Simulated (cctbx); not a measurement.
# Accept or mend?

Cell a = 6.6920 Å, b = 9.0160 Å, c = 6.3800 Å, α = 90.00°, β = 90.00°, γ = 90.00°; space group Pnma (no. 62). The compound is TbCoS3.

The data are simulated with cctbx, not measured: synchrotron X-rays, λ = 0.7749 Å, to d = 0.6 Å, 70 % of the full sphere, strongest reflection 70000 counts, noise from counting, a 3 % proportional error and a noise floor of 2 counts (s.d.); no absorption, and some extinction, which the refinements don't model.

An anisotropic refinement with weights 1/σ² prints:

```text
Rint 0.022, 30 unique reflections to 2.03 A
cycle     R1     wR2    GooF  max shift (A)
   1  0.0101  0.0231   3.737   0.01697
   2  0.0015  0.0028   0.454   0.00000
final R1 0.0015 wR2 0.0028 GooF 0.454  parameters 27  data/parameter 1.1
atom        x        y        z      Ueq    occ   su(xyz)  su(Uiso or U11)
Tb1    0.56658  0.25000  0.52708   0.0024  1.000  0.00014  0.0014
Co1    0.50000  0.50000  0.00000   0.0089  1.000  0.00000  0.0034  NPD
S1     0.19094  0.55430  0.18300   0.0070  1.000  0.00175  0.0096  NPD
S2     0.96090  0.25000  0.38565   0.0153  1.000  0.00058  0.0057
difference map: max 0.02 min -0.03 rms 0.01
Q1    0.2319  0.1355  0.2555    8    0.02  1.79 A from S1
Q2    0.2308  0.1130  0.7516    8    0.02  0.86 A from S1
Q3    0.0079  0.0329  0.4909    8    0.01  0.31 A from Co1
Q4    0.9629  0.2500  0.9741    4    0.01  0.69 A from Tb1
```

**Question.** Can this result stand? If not, what is the likely fault?

Mend it. The fault: data cut at low resolution. Against the right model at the same level, R1 goes from 0.0078 to 0.0015 and GooF from 0.94 to 0.45 and Co1 and S1 go non-positive-definite. The atoms are right, but there are too few data for the parameters: R1 flatters and the s.u.s grow. Data per parameter fall from 36.1 to 1.1.

The compound is TbCoS3. The right model at the same level gives:

```text
Rint 0.024, 976 unique reflections to 0.60 A
cycle     R1     wR2    GooF  max shift (A)
   1  0.0240  0.0752   3.761   0.00541
   2  0.0078  0.0188   0.939   0.00000
final R1 0.0078 wR2 0.0188 GooF 0.939  parameters 27  data/parameter 36.1
atom        x        y        z      Ueq    occ   su(xyz)  su(Uiso or U11)
Tb1    0.56630  0.25000  0.52660   0.0027  1.000  0.00001  0.0000
Co1    0.50000  0.50000  0.00000   0.0062  1.000  0.00000  0.0001
S1     0.18947  0.55340  0.18483   0.0071  1.000  0.00003  0.0001
S2     0.96155  0.25000  0.38628   0.0179  1.000  0.00007  0.0002
difference map: max 0.45 min -0.91 rms 0.13
Q1    0.9899  0.2500  0.8079    4    0.49  1.17 A from Tb1
Q2    0.1923  0.2500  0.7981    4    0.44  1.40 A from Tb1
Q3    0.2137  0.7500  0.0875    4    0.44  1.89 A from S1
Q4    0.0678  0.1523  0.1301    8    0.39  1.33 A from Tb1
Q5    0.1074  0.0503  0.3135    8    0.39  1.36 A from S1
Q6    0.0519  0.1080  0.6391    8    0.39  1.36 A from Co1
```

The model was made for the exercise: a known structure type with other elements put in, its volume estimated, not relaxed; displacement parameters are assumed.

[Middle refinement cycles are left out of these outputs.]

[Logs are printed without paths, hosts, clocks, repeated set-up lines and the standing remarks that a program may print on its own settings, such as how far it seeks lower states.]
